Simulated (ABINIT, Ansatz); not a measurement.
# Calculated records

```json
{"subject": "A GW chain in ABINIT: MoF6 (Im-3m)", "lattice_ang": [[-3.1673, 3.1673, 3.1673], [3.1673, -3.1673, 3.1673], [3.1673, 3.1673, -3.1673]], "atoms": [["Mo", 0.0, 0.0, 0.0], ["F", 0.7107, 0.7107, 0.0], ["F", 0.2893, 0.2893, 0.0], ["F", 0.0, 0.2893, 0.2893], ["F", 0.0, 0.7107, 0.7107], ["F", 0.7107, 0.0, 0.7107], ["F", 0.2893, 0.0, 0.2893]], "method": "RPA screening on LDA, plane waves, norm-conserving pseudopotentials (and 2 further levels or steps)", "program": "ABINIT 10.8.3", "settings": "cutoff 36 Ha, PseudoDojo scalar-relativistic 0.4.1 standard, norm-conserving, ngkpt (2, 2, 2), nband 234, ecuteps 6.5 Ha, inclvkb 2, shiftk (0, 0, 0), symchi 1, awtr 1, frequency ppm, 2×2×2 k-mesh", "cost": "5 runs, 10 min in all on 4 MPI ranks of Arm Neoverse N1, shared host", "notes": "The program’s warnings: nproc spkpt=  >= nkpt= * nsppol=. The cell and positions are those that the Materials Project relaxed with its own functionals (PBE, PBE+U or r2SCAN), kept fixed. Limits: no spin-orbit coupling. Local fields lower the RPA ε∞ on this mesh from 2.91 to 1.99; a Γ-centred mesh this coarse tends to raise both, most where the direct gap is narrow, while a short band sum lowers them. The 2×2×2 mesh is coarse for this cell, which bears on the long-range parts of exchange and screening.", "results": {"lda_gap": "4.27 eV, indirect", "g0w0_gap_on_the_mesh": "8.41 eV", "g0w0_gap_over_the_zone_rigid_shift": "8.39 eV", "gw_settings": "2×2×2 mesh, 234 bands, screening to 176.9 eV, Godby-Needs plasmon pole", "known_limits": "short of the basis limit; no spin-orbit coupling; coarse k mesh"}}
```

[Long decimals in the printed logs are rounded to 6 places.]

[Logs are printed without paths, hosts, clocks, repeated set-up lines and the standing remarks that a program may print on its own settings, such as how far it seeks lower states.]

[Paths, hosts, dates, memory and timing lines, banners, echoed tables and standing remarks are left out of the program output; an Ansatz launch command may be rebuilt from the run's recorded settings. Measured values are a selection of at most five: reports struck by readers or far from the other reports are left out. None is set beside runs whose start may be inverted or whose files or cutoffs have a known fault.]

[Runs of the session that timed out or met a known fault of the program may be left out.]

[Hosts, paths, dates, database ids (printed as entryN), source tags and the programs' standing remarks are cut or masked in the printed files.]

[G0W0 gaps are taken among the corrected bands and points alone; a level outside them can change the order at an edge.]

[Where Ansatz stands beside ABINIT at settings called matched, ABINIT's density can come from a denser mesh and the files from another edition; pairs whose starting gaps differed by over 0.03 eV were left out, so agreement reads better than it is.]
